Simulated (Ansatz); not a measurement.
**A faulty run on ionic liquid ethylpyridinium triflate with water at 350 K (113 atoms)**

Program: Ansatz 0.2.0. The cell: 32 C, 4 N, 46 H, 15 O, 4 S and 12 F.

Input file input.yaml:

```yaml
crystal:
  lattice:
    - [10.77875, 0.0, 0.0]
    - [0.0, 10.77875, 0.0]
    - [0.0, 0.0, 10.77875]
  atoms:
    - { symbol: C, position: [0.86237, 0.00984, 0.84576] }
    - { symbol: C, position: [0.9205, 0.99023, 0.96762] }
    - { symbol: "N", position: [0.82777, 0.9153, 0.03601] }
    - { symbol: C, position: [0.84387, 0.78863, 0.04424] }
    - { symbol: C, position: [0.75056, 0.7169, 0.09495] }
    - { symbol: C, position: [0.65037, 0.77686, 0.14304] }
    - { symbol: C, position: [0.63444, 0.90466, 0.13511] }
    - { symbol: C, position: [0.72777, 0.97203, 0.08123] }
    - { symbol: H, position: [0.92635, 0.0728, 0.79995] }
    - { symbol: H, position: [0.83962, 0.92774, 0.80048] }
    - { symbol: H, position: [0.77278, 0.06024, 0.85436] }
    - { symbol: H, position: [0.93665, 0.07941, 0.01577] }
    - { symbol: H, position: [0.00915, 0.93688, 0.95498] }
    - { symbol: H, position: [0.92934, 0.75305, 0.00185] }
    - { symbol: H, position: [0.76256, 0.61999, 0.09666] }
    - { symbol: H, position: [0.57448, 0.71557, 0.16348] }
    - { symbol: H, position: [0.54568, 0.95185, 0.16409] }
    - { symbol: H, position: [0.72962, 0.06661, 0.07025] }
    [... 89 atom lines left out ...]
    - { symbol: O, position: [0.5635, 0.3774, 0.65284] }
    - { symbol: H, position: [0.49255, 0.42557, 0.61745] }
    - { symbol: H, position: [0.53082, 0.30939, 0.70683] }
    - { symbol: O, position: [0.396, 0.54308, 0.5857] }
    - { symbol: H, position: [0.41264, 0.60118, 0.51532] }
    - { symbol: H, position: [0.30728, 0.55064, 0.61173] }
kpoints:
  mp_grid: { grid: [1, 1, 1] }
hamiltonian:
  xc: pbe
  dispersion: d3bj
scf:
  occupations: { method: fermi_dirac, width: 0.025 }
  eigensolver: { kind: { support_functions: { accuracy: medium, radius: 2.95 } } }
  max_iter: 150
output:
  forces: true
  eigenvalues: true
```

Command:

```console
$ ansatz run input.yaml --threads 8 --pin off --max-ram 15872MiB --backend cpu --events-out ev --progress --plain --runs-dir out
```

What it wrote:

```text
Warning: scf.eigensolver.kind.support_functions: disabling space-group detection — the functions' gradient is summed over unrotated k-points, so no spatial operation reduces the k-mesh or symmetrises the density; time reversal is kept, so that k and −k are solved as one point where they differ and the mesh holds both, and exact exchange and, on two spinor components, a DFT+U term hold to it where the run has them: [...]
Warning: basis.ecutwfc = 631 eV, auto-derived: no grid that the accuracy of the support functions lays serves the files at the lower one that their records recommend; a deck with other species or settings can derive another value
settings of this run that can trade accuracy for cost: scf.eigensolver.kind.support_functions [...]
Engine: ansatz 0.2.0, aarch64-unknown-linux-gnu
Pseudopotentials: kind: paw
Pseudopotential: C, paw, valence charge 4, recommended cutoff 420 eV (normal), C.paw.azcp
Pseudopotential: N, paw, valence charge 5, recommended cutoff 420 eV (normal), N.paw.azcp
Pseudopotential: H, paw, valence charge 1, recommended cutoff 420 eV (normal), H.paw.azcp
Pseudopotential: O, paw, valence charge 6, recommended cutoff 420 eV (normal), O.paw.azcp
Pseudopotential: S, paw, valence charge 6, recommended cutoff 420 eV (normal), S.paw.azcp
Pseudopotential: F, paw, valence charge 7, recommended cutoff 420 eV (normal), F.paw.azcp
[... 5 lines on functional and potentials left out ...]
Error: SCF: the radius of support functions is under 3.31 Å, the least for these sites at the functions' level (scf.eigensolver.kind.support_functions.accuracy). Use scf.eigensolver.kind: auto, or type scf.eigensolver.kind.support_functions.radius at least as long, [...]
```

Elapsed: 4.4 s, on 8 threads of Arm Neoverse V2, shared host; peak memory 0.46 GiB; 18 s of CPU time.

**Question.** What is wrong with this input, and how is it mended?

A radius under the least that the level allows: support_functions.radius = 2.95.

The fix is to use a longer radius.

The run ended with an error.

[Logs are printed without paths, hosts, clocks, repeated set-up lines and the standing remarks that a program may print on its own settings, such as how far it seeks lower states.]

[Hosts, paths, dates, database ids (printed as entryN), source tags and the programs' standing remarks are cut or masked in the printed files.]
